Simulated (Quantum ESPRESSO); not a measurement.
# TaRu: which magnetic order is lowest, part 2 of 2

Does TaRu prefer parallel or opposed moments, or none?

Quantum ESPRESSO 7.5; LDA; plane waves with GBRV 1.5 LDA potentials, no spin-orbit coupling.

So far: The structure; Start 1: ferro +.

## Step 3: Start 2: antiferro q=(0,0,1/2) +−

The cell is doubled to 4 atoms to hold this order. The wavevector q is in fractions of the reciprocal vectors of the crystal's primitive cell, as the cells of these inputs are built from it; moments change sign between cells as cos(2π q·R).

Input file pw.py:

```python
from ase import Atoms
from ase.calculators.espresso import Espresso, EspressoProfile

atoms = Atoms(['Ta', 'Ta', 'Ru', 'Ru'],
    cell=[[3.187, 0.0, 0.0],
         [0.0, 3.187, 0.0],
         [0.0, 0.0, 6.374]],
    scaled_positions=[[0.5, 0.5, 0.25],
         [0.5, 0.5, 0.75],
         [0.0, 0.0, 0.0],
         [0.0, 0.0, 0.5]],
    pbc=True,
    magmoms=[0.0, 0.0, 1.5, -1.5])
input_data = {
    'control': {'calculation': 'scf', 'prefix': 'pwscf', 'outdir': './tmp', 'disk_io': 'nowf', 'tprnfor': True, 'tstress': True},
    'system': {'ecutwfc': 40.0, 'ecutrho': 280.0, 'nbnd': 38, 'occupations': 'smearing', 'smearing': 'fd', 'degauss': 0.00734986, 'nspin': 2},
    'electrons': {'conv_thr': 8e-09, 'electron_maxstep': 150, 'mixing_beta': 0.3},
}
atoms.calc = Espresso(
    profile=EspressoProfile(command='mpirun -n 2 pw.x -nk 2', pseudo_dir='pseudo'),
    pseudopotentials={'Ta': 'ta_lda_v1.uspp.F.UPF', 'Ru': 'ru_lda_v1.2.uspp.F.UPF'},
    input_data=input_data,
    kpts=(8, 8, 4),
    koffset=(0, 0, 0))
atoms.get_potential_energy()
energy = atoms.calc.results['free_energy']
print(f'free energy: {energy:.6f} eV')
print('site moments (muB):', atoms.get_magnetic_moments().round(3))
```

Run with:

```sh
> OMP_NUM_THREADS=1 python3 pw.py > pw.log
```

What it wrote:

```text
[banner, memory and clock lines left out]
free energy: -9153.645710 eV
site moments (muB): [-0. -0.  0.  0.]

--- espresso.pwo ---
Program PWSCF v.7.5 starts

Warning: card &CELL ignored
Warning: card &FCP ignored
Warning: card &RISM ignored

     Message from routine setup:
     using ibrav=0 with symmetry is DISCOURAGED, use correct ibrav instead

     bravais-lattice index     =            0
     lattice parameter (alat)  =       6.0226  a.u.
     unit-cell volume          =     436.8907 (a.u.)^3
     number of atoms/cell      =            4
     number of atomic types    =            3
     number of electrons       =        58.00
     number of Kohn-Sham states=           38
     kinetic-energy cutoff     =      40.0000  Ry
     charge density cutoff     =     280.0000  Ry
     scf convergence threshold =      8.0E-09
     mixing beta               =       0.3000
     number of iterations used =            8  plain     mixing
     Exchange-correlation= SLA  PZ   NOGX NOGC
                           (   1   1   0   0   0   0   0)

     celldm(1)=   6.022557  celldm(2)=   0.000000  celldm(3)=   0.000000
     celldm(4)=   0.000000  celldm(5)=   0.000000  celldm(6)=   0.000000

     crystal axes: (cart. coord. in units of alat)
               a(1) = (   1.000000   0.000000   0.000000 )
               a(2) = (   0.000000   1.000000   0.000000 )
               a(3) = (   0.000000   0.000000   2.000000 )

     reciprocal axes: (cart. coord. in units 2 pi/alat)
               b(1) = (  1.000000  0.000000  0.000000 )
               b(2) = (  0.000000  1.000000  0.000000 )
               b(3) = (  0.000000  0.000000  0.500000 )

     PseudoPot. # 1 for Ta read from file:
     ta_lda_v1.uspp.F.UPF
     Pseudo is Ultrasoft + core correction, Zval = 13.0

     PseudoPot. # 2 for Ru read from file:
     ru_lda_v1.2.uspp.F.UPF
     Pseudo is Ultrasoft + core correction, Zval = 16.0

     PseudoPot. # 3 for Ru read from file:
     ru_lda_v1.2.uspp.F.UPF
     Pseudo is Ultrasoft + core correction, Zval = 16.0

     atomic species   valence    mass     pseudopotential
     Ta               13.00   180.94788     Ta( 1.00)
     Ru               16.00   101.07000     Ru( 1.00)
     Ru1              16.00   101.07000     Ru( 1.00)

     Starting magnetic structure
     atomic species   magnetization
     Ta              0.000
     Ru              0.094
     Ru1            -0.094

     16 Sym. Ops., with inversion, found

   Cartesian axes

     site n.     atom                  positions (alat units)
         1        Ta     tau(   1) = (   0.5000000   0.5000000   0.5000000  )
         2        Ta     tau(   2) = (   0.5000000   0.5000000   1.5000000  )
         3        Ru     tau(   3) = (   0.0000000   0.0000000   0.0000000  )
         4        Ru1    tau(   4) = (   0.0000000   0.0000000   1.0000000  )

     number of k points=    45  Fermi-Dirac smearing, width (Ry)=  0.0073
                       cart. coord. in units 2pi/alat
        k(    1) = (   0.0000000   0.0000000   0.0000000), wk =   0.0039062
        k(    2) = (   0.0000000   0.0000000   0.1250000), wk =   0.0078125
        k(    3) = (   0.0000000   0.0000000  -0.2500000), wk =   0.0039062
        k(    4) = (   0.0000000   0.1250000   0.0000000), wk =   0.0156250
        k(    5) = (   0.0000000   0.1250000   0.1250000), wk =   0.0312500
        [... 40 further k-points ...]

     Dense  grid:    34637 G-vectors     FFT dimensions: (  36,  36,  72)

     Smooth grid:    14961 G-vectors     FFT dimensions: (  25,  25,  50)

     Generating pointlists ...
     new r_m :   0.3572 (alat units)  2.1515 (a.u.) for type    1
     new r_m :   0.3572 (alat units)  2.1515 (a.u.) for type    2
     new r_m :   0.3572 (alat units)  2.1515 (a.u.) for type    3

     Initial potential from superposition of free atoms

     starting charge      55.9982, renormalised to      58.0000

     negative rho (up, down):  1.659E-01 1.659E-01
     Starting wfcs are   52 randomized atomic wfcs

     Self-consistent Calculation

     iteration #  1     ecut=    40.00 Ry     beta= 0.30
     Davidson diagonalization with overlap
     ethr =  1.00E-02,  avg # of iterations =  2.0

     negative rho (up, down):  1.660E-01 1.660E-01

     total energy              =    -672.53012933 Ry
     estimated scf accuracy    <       1.90726265 Ry

     total magnetization       =     0.00 Bohr mag/cell
     absolute magnetization    =     1.00 Bohr mag/cell

     iteration #  2     ecut=    40.00 Ry     beta= 0.30
     Davidson diagonalization with overlap
     ethr =  3.29E-03,  avg # of iterations =  2.1

     negative rho (up, down):  1.656E-01 1.656E-01

     total energy              =    -672.66200720 Ry
     estimated scf accuracy    <       1.30580615 Ry

     total magnetization       =    -0.00 Bohr mag/cell
     absolute magnetization    =     0.68 Bohr mag/cell

     [... further iterations left out ...]

     iteration # 14     ecut=    40.00 Ry     beta= 0.30
     Davidson diagonalization with overlap
     ethr =  8.62E-11,  avg # of iterations =  2.1

     negative rho (up, down):  1.673E-01 1.673E-01

     total energy              =    -672.78060943 Ry
     estimated scf accuracy    <       0.00000003 Ry

     total magnetization       =     0.00 Bohr mag/cell
     absolute magnetization    =     0.00 Bohr mag/cell

     iteration # 15     ecut=    40.00 Ry     beta= 0.30
     Davidson diagonalization with overlap
     ethr =  4.92E-11,  avg # of iterations =  2.0

     negative rho (up, down):  1.673E-01 1.673E-01

     Magnetic moment per site  (integrated on atomic sphere of radius R)
     atom   1 (R=0.357)  charge= 10.3711  magn= -0.0000
     atom   2 (R=0.357)  charge= 10.3711  magn= -0.0000
     atom   3 (R=0.357)  charge= 14.3067  magn=  0.0000
     atom   4 (R=0.357)  charge= 14.3067  magn=  0.0001

     End of self-consistent calculation

     [... lines left out ...]
     the Fermi energy is    20.8074 ev

!    total energy              =    -672.78060943 Ry
     estimated scf accuracy    <          4.7E-10 Ry
     smearing contrib. (-TS)   =      -0.01383245 Ry
     internal energy E=F+TS    =    -672.76677699 Ry

     The total energy is F=E-TS. E is the sum of the following terms:
     one-electron contribution =    -119.76023861 Ry
     hartree contribution      =      93.72459964 Ry
     xc contribution           =    -135.50085771 Ry
     ewald contribution        =    -511.23028030 Ry

     total magnetization       =     0.00 Bohr mag/cell
     absolute magnetization    =     0.00 Bohr mag/cell

     convergence has been achieved in  15 iterations

     negative rho (up, down):  1.673E-01 1.673E-01

     Forces acting on atoms (cartesian axes, Ry/au):

     atom    1 type  1   force =     0.00000000    0.00000000    0.00000219
     atom    2 type  1   force =     0.00000000    0.00000000   -0.00000219
     atom    3 type  2   force =     0.00000000    0.00000000    0.00000000
     atom    4 type  3   force =     0.00000000    0.00000000    0.00000000

     Total force =     0.000003     Total SCF correction =     0.000017
     SCF correction compared to forces is large: reduce conv_thr to get better values

     Computing stress (Cartesian axis) and pressure

     negative rho (up, down):  1.673E-01 1.673E-01
          total   stress  (Ry/bohr**3)                   (kbar)     P=     -168.04
  -0.00114232   0.00000000   0.00000000         -168.04        0.00        0.00
   0.00000000  -0.00114232   0.00000000            0.00     -168.04        0.00
   0.00000000   0.00000000  -0.00114236            0.00        0.00     -168.05
```

Wall time 66 s (2 MPI ranks of Arm Neoverse V2, shared host); peak memory 0.52 GiB; 2.2 min of CPU time.

Spin moment in the atom's sphere by atom:

| atom | spin moment in the atom's sphere (μB) |
| --- | --- |
| Ta1 | 0.0000 |
| Ta2 | 0.0000 |
| Ru3 | 0.0000 |
| Ru4 | 0.0001 |

Numbers from this step:

```
smearing term TS       : 0.1882 eV
pressure               : -16.80 GPa
magnetization          : 0 μB
absolute magnetization : 0 μB
final state            : non-magnetic
```

## Step 4: Run 3, typed as antiferro q=(0,1/2,1/2) +−

This order needs a doubled cell of 4 atoms.

Changes to pw.py since step 3:

```diff
@@ -5,8 +5,8 @@
     cell=[[3.187, 0.0, 0.0],
-         [0.0, 3.187, 0.0],
-         [0.0, 0.0, 6.374]],
-    scaled_positions=[[0.5, 0.5, 0.25],
-         [0.5, 0.5, 0.75],
+         [0.0, 6.374, 0.0],
+         [0.0, 3.187, 3.187]],
+    scaled_positions=[[0.5, 0.0, 0.5],
+         [0.5, 0.5, 0.5],
          [0.0, 0.0, 0.0],
-         [0.0, 0.0, 0.5]],
+         [0.0, 0.5, 0.0]],
     pbc=True,
@@ -22,3 +22,3 @@
     input_data=input_data,
-    kpts=(8, 8, 4),
+    kpts=(8, 4, 8),
     koffset=(0, 0, 0))
```

Run with:

```sh
> OMP_NUM_THREADS=1 python3 pw.py > pw.log
```

What it wrote:

```text
     [... lines left out ...]
free energy: -9153.645675 eV
site moments (muB): [-0. -0. -0.  0.]
--- espresso.pwo ---
Program PWSCF v.7.5 starts
     [... lines left out ...]
     number of atoms/cell      =            4
     [... lines left out ...]
     number of electrons       =        58.00
     number of Kohn-Sham states=           38
     kinetic-energy cutoff     =      40.0000  Ry
     charge density cutoff     =     280.0000  Ry
     scf convergence threshold =      8.0E-09
     [... lines left out ...]
     16 Sym. Ops., with inversion, found
     [... lines left out ...]
     number of k points=    45  Fermi-Dirac smearing, width (Ry)=  0.0073
     [... lines left out ...]
     iteration # 15     ecut=    40.00 Ry     beta= 0.30
     [... lines left out ...]
     Magnetic moment per site  (integrated on atomic sphere of radius R)
     atom   1 (R=0.357)  charge= 10.3708  magn= -0.0000
     atom   2 (R=0.357)  charge= 10.3708  magn= -0.0000
     atom   3 (R=0.357)  charge= 14.3066  magn= -0.0000
     atom   4 (R=0.357)  charge= 14.3066  magn=  0.0000
     [... lines left out ...]
     the Fermi energy is    20.8074 ev
!    total energy              =    -672.78060685 Ry
     estimated scf accuracy    <          3.3E-10 Ry
     smearing contrib. (-TS)   =      -0.01383239 Ry
     [... lines left out ...]
     total magnetization       =    -0.00 Bohr mag/cell
     absolute magnetization    =     0.00 Bohr mag/cell
     convergence has been achieved in  15 iterations
     [... lines left out ...]
     Total force =     0.000000     Total SCF correction =     0.000000
     [... lines left out ...]
          total   stress  (Ry/bohr**3)                   (kbar)     P=     -168.06
     [... lines left out ...]
```

Wall time 81 s (2 MPI ranks); peak memory 0.49 GiB.

The spin moment in the atom's sphere vanishes on all atoms.

Read from the output:

```yaml
smearing_term_ts: 0.1882 eV
pressure: -16.81 GPa
magnetization: 0 μB
absolute_magnetization: 0 μB
final_state: non-magnetic
```

## Step 5: Start 4: antiferro q=(1/2,1/2,1/2) +−

This order needs a doubled cell of 4 atoms.

Changes to pw.py since step 4:

```diff
@@ -4,9 +4,9 @@
 atoms = Atoms(['Ta', 'Ta', 'Ru', 'Ru'],
-    cell=[[3.187, 0.0, 0.0],
-         [0.0, 6.374, 0.0],
-         [0.0, 3.187, 3.187]],
-    scaled_positions=[[0.5, 0.0, 0.5],
-         [0.5, 0.5, 0.5],
+    cell=[[6.374, 0.0, 0.0],
+         [3.187, 3.187, 0.0],
+         [3.187, 0.0, 3.187]],
+    scaled_positions=[[0.75, 0.5, 0.5],
+         [0.25, 0.5, 0.5],
          [0.0, 0.0, 0.0],
-         [0.0, 0.5, 0.0]],
+         [0.5, 0.0, 0.0]],
     pbc=True,
@@ -22,3 +22,3 @@
     input_data=input_data,
-    kpts=(8, 4, 8),
+    kpts=(4, 8, 8),
     koffset=(0, 0, 0))
```

Run with:

```sh
> OMP_NUM_THREADS=1 python3 pw.py > pw.log
```

What it wrote:

```text
     [... lines left out ...]
free energy: -9153.645672 eV
site moments (muB): [ 0.  0. -0. -0.]
--- espresso.pwo ---
Program PWSCF v.7.5 starts
     [... lines left out ...]
     number of atoms/cell      =            4
     [... lines left out ...]
     number of electrons       =        58.00
     number of Kohn-Sham states=           38
     kinetic-energy cutoff     =      40.0000  Ry
     charge density cutoff     =     280.0000  Ry
     scf convergence threshold =      8.0E-09
     [... lines left out ...]
     48 Sym. Ops., with inversion, found
     [... lines left out ...]
     number of k points=    19  Fermi-Dirac smearing, width (Ry)=  0.0073
     [... lines left out ...]
     iteration # 14     ecut=    40.00 Ry     beta= 0.30
     [... lines left out ...]
     Magnetic moment per site  (integrated on atomic sphere of radius R)
     atom   1 (R=0.179)  charge= 10.3706  magn=  0.0000
     atom   2 (R=0.179)  charge= 10.3706  magn=  0.0000
     atom   3 (R=0.179)  charge= 14.3061  magn= -0.0000
     atom   4 (R=0.179)  charge= 14.3061  magn= -0.0000
     [... lines left out ...]
     the Fermi energy is    20.8075 ev
!    total energy              =    -672.78060665 Ry
     estimated scf accuracy    <          3.6E-10 Ry
     smearing contrib. (-TS)   =      -0.01383233 Ry
     [... lines left out ...]
     total magnetization       =    -0.00 Bohr mag/cell
     absolute magnetization    =     0.00 Bohr mag/cell
     convergence has been achieved in  14 iterations
     [... lines left out ...]
     Total force =     0.000000     Total SCF correction =     0.000000
     [... lines left out ...]
          total   stress  (Ry/bohr**3)                   (kbar)     P=     -168.12
     [... lines left out ...]
```

Wall time 49 s (2 MPI ranks); peak memory 0.47 GiB; 98 s of CPU time.

Numbers from this step:

| Item | Value |
| --- | --- |
| smearing term TS | 0.1882 eV |
| pressure | -16.81 GPa |
| magnetization | 0 μB |
| absolute magnetization | 0 μB |
| final state | non-magnetic |
| largest moment | 0 μB |

## Step 6: Run 5, typed as no spin polarisation

Input file pw.py:

```python
from ase import Atoms
from ase.calculators.espresso import Espresso, EspressoProfile

atoms = Atoms(['Ta', 'Ru'],
    cell=[[3.187, 0.0, 0.0],
         [0.0, 3.187, 0.0],
         [0.0, 0.0, 3.187]],
    scaled_positions=[[0.5, 0.5, 0.5],
         [0.0, 0.0, 0.0]],
    pbc=True)
input_data = {
    'control': {'calculation': 'scf', 'prefix': 'pwscf', 'outdir': './tmp', 'disk_io': 'nowf', 'tprnfor': True, 'tstress': True},
    'system': {'ecutwfc': 40.0, 'ecutrho': 280.0, 'nbnd': 21, 'occupations': 'smearing', 'smearing': 'fd', 'degauss': 0.00734986},
    'electrons': {'conv_thr': 4e-09, 'electron_maxstep': 150, 'mixing_beta': 0.3},
}
atoms.calc = Espresso(
    profile=EspressoProfile(command='mpirun -n 2 pw.x -nk 2', pseudo_dir='pseudo'),
    pseudopotentials={'Ta': 'ta_lda_v1.uspp.F.UPF', 'Ru': 'ru_lda_v1.2.uspp.F.UPF'},
    input_data=input_data,
    kpts=(8, 8, 8),
    koffset=(0, 0, 0))
atoms.get_potential_energy()
energy = atoms.calc.results['free_energy']
print(f'free energy: {energy:.6f} eV')
```

Run with:

```sh
> OMP_NUM_THREADS=1 python3 pw.py > pw.log
```

What it wrote:

```text
     [... lines left out ...]
free energy: -4576.822855 eV
--- espresso.pwo ---
Program PWSCF v.7.5 starts
     [... lines left out ...]
     number of atoms/cell      =            2
     [... lines left out ...]
     number of electrons       =        29.00
     number of Kohn-Sham states=           21
     kinetic-energy cutoff     =      40.0000  Ry
     charge density cutoff     =     280.0000  Ry
     scf convergence threshold =      4.0E-09
     [... lines left out ...]
     48 Sym. Ops., with inversion, found
     [... lines left out ...]
     number of k points=    35  Fermi-Dirac smearing, width (Ry)=  0.0073
     [... lines left out ...]
     iteration # 12     ecut=    40.00 Ry     beta= 0.30
     [... lines left out ...]
     the Fermi energy is    20.8074 ev
!    total energy              =    -336.39030472 Ry
     estimated scf accuracy    <          8.9E-10 Ry
     smearing contrib. (-TS)   =      -0.00691621 Ry
     [... lines left out ...]
     convergence has been achieved in  12 iterations
     [... lines left out ...]
     Total force =     0.000000     Total SCF correction =     0.000000
     [... lines left out ...]
          total   stress  (Ry/bohr**3)                   (kbar)     P=     -167.91
     [... lines left out ...]
```

It took 7.6 s on 2 MPI ranks; peak memory 0.26 GiB.

This step gave:

```yaml
smearing_term_ts: 0.09410 eV
pressure: -16.79 GPa
final_state: non-magnetic (no spin polarisation)
```

## Step 7: Energies of the orders

An order is kept where moments of 0.15 μB or more survive with the typed signs; meshes match where a doubled cell samples the same k points as the first cell.

Orders:

| start | final state | typed order kept | energy over the lowest (meV a seeded atom) | largest site moment (μB) | net moment (μB a cell of the first run) | mesh matched | CPU time (s) |
| --- | --- | --- | --- | --- | --- | --- | --- |
| ferro + | non-magnetic | no | 0 | 0 | 0 | yes | 26.31 |
| antiferro q=(0,0,1/2) +- | non-magnetic | no | 0 | 0 | 0 | yes | 130.8 |
| antiferro q=(0,1/2,1/2) +- | non-magnetic | no | 0.01755 | 0 | 0 | yes | 160.6 |
| antiferro q=(1/2,1/2,1/2) +- | non-magnetic | no | 0.01895 | 0 | 0 | yes | 97.68 |
| no spin polarisation | non-magnetic | - | 0 | 0 | 0 | yes | 14.62 |

## Step 8: What came out

```
lowest state found  : non-magnetic (from ferro +, antiferro q=(0,0,1/2) +-, antiferro q=(0,1/2,1/2) +-, antiferro q=(1/2,1/2,1/2) +- and no spin polarisation)
largest site moment : 0 μB
```

**Reading.** The lowest state carries no moment, and no start kept one. This is the lowest of 5 collinear or spinless starts, no proof of the ground state. Energies are free energies at an electronic temperature of 1160 K, which lowers moments and differences where the moments are itinerant.

[Logs and program files are shortened in this print: banners, set-up blocks, solver, clock and traceback lines can be left out without a mark of their own.]

[Logs are printed without paths, hosts, clocks, repeated set-up lines and the standing remarks that a program may print on its own settings, such as how far it seeks lower states.]

[Hosts, paths, dates, database ids (printed as entryN), source tags and the programs' standing remarks are cut or masked in the printed files.]

[Where a cell is said to come from a database of computed structures, the database is the Materials Project.]
